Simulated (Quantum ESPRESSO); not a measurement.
Two runs for the Al K edge of atom 1 in Al (Aluminum, Fm-3m). Run A: Quantum ESPRESSO XSpectra, PBE, excited-electron core hole (neutral cell), 8-atom cell with 5.7 Å between holes, 6×6×6 k points, dipole transitions, Lorentzian half width 0.4 eV. Run B differs in one choice.

Energy from the energy zero of the input (xe0, at the border of filled and empty states); intensity scaled to a mean of 1 over the first 20 eV:

| E (eV) | A | B |
| --- | --- | --- |
| -2.0 | 0.06 | 0.06 |
| -1.4 | 0.08 | 0.09 |
| -0.8 | 0.12 | 0.14 |
| -0.2 | 0.27 | 0.34 |
| 0.4 | 0.57 | 0.71 |
| 1.0 | 0.78 | 0.80 |
| 1.6 | 0.83 | 1.05 |
| 2.2 | 1.01 | 1.14 |
| 2.8 | 0.91 | 1.30 |
| 3.4 | 1.14 | 1.36 |
| 4.0 | 1.39 | 1.48 |
| 4.6 | 1.22 | 1.35 |
| 5.2 | 1.33 | 1.34 |
| 5.8 | 1.21 | 1.34 |
| 6.4 | 1.30 | 1.35 |
| 7.0 | 0.97 | 1.18 |
| 7.6 | 0.93 | 1.30 |
| 8.2 | 0.99 | 1.10 |
| 8.8 | 0.93 | 1.02 |
| 9.4 | 0.90 | 0.84 |
| 10.0 | 1.09 | 0.83 |
| 10.6 | 1.02 | 0.94 |
| 11.2 | 0.96 | 0.98 |
| 11.8 | 1.23 | 0.76 |
| 12.4 | 1.27 | 0.83 |
| 13.0 | 1.32 | 1.14 |
| 13.6 | 0.97 | 0.98 |
| 14.2 | 0.88 | 0.84 |
| 14.8 | 1.15 | 1.04 |
| 15.4 | 1.10 | 0.82 |
| 16.0 | 0.86 | 0.76 |
| 16.6 | 0.94 | 0.82 |
| 17.2 | 0.92 | 0.66 |
| 17.8 | 0.76 | 0.79 |
| 18.4 | 0.79 | 0.87 |
| 19.0 | 0.83 | 0.70 |
| 19.6 | 0.73 | 0.69 |
| 20.2 | 0.76 | 0.61 |
| 20.8 | 0.67 | 0.61 |
| 21.4 | 0.60 | 0.47 |
| 22.0 | 0.64 | 0.37 |
| 22.6 | 0.56 | 0.31 |
| 23.2 | 0.47 | 0.26 |
| 23.8 | 0.37 | 0.19 |
| 24.4 | 0.33 | 0.19 |
| 25.0 | 0.28 | 0.26 |
| 25.6 | 0.30 | 0.28 |
| 26.2 | 0.31 | 0.28 |
| 26.8 | 0.25 | 0.37 |
| 27.4 | 0.28 | 0.55 |
| 28.0 | 0.31 | 0.59 |
| 28.6 | 0.47 | 0.91 |
| 29.2 | 0.63 | 1.11 |
| 29.8 | 0.81 | 1.48 |
| 30.4 | 1.07 | 1.84 |
| 31.0 | 1.34 | 1.86 |
| 31.6 | 1.48 | 1.77 |

Question: What was changed?
a) the radius of the reconstruction
b) the plane-wave cutoff
c) the size of the supercell
d) the volume of the cell

(c): run B changes the supercell atoms from 8 to 1, and the k mesh follows the cell. The scaled spectrum changes by 20 % r.m.s. The highest intensity below 16 eV goes from 4.2 eV (1.40) to 4.2 eV (1.53). Other settings could leave a like mark; this is the one that was changed.

[Hosts, paths, dates, database ids (printed as entryN), source tags and the programs' standing remarks are cut or masked in the printed files.]

[Lists of maxima count a maximum above −3 eV only where it reaches 4 % of the highest in the window and stands out from its surroundings by 2 % of it (1.5 % where it reaches 55 %); shoulders and weaker maxima are passed over, and of the rest the first, up to two pre-edge ones and the few strongest are named.]
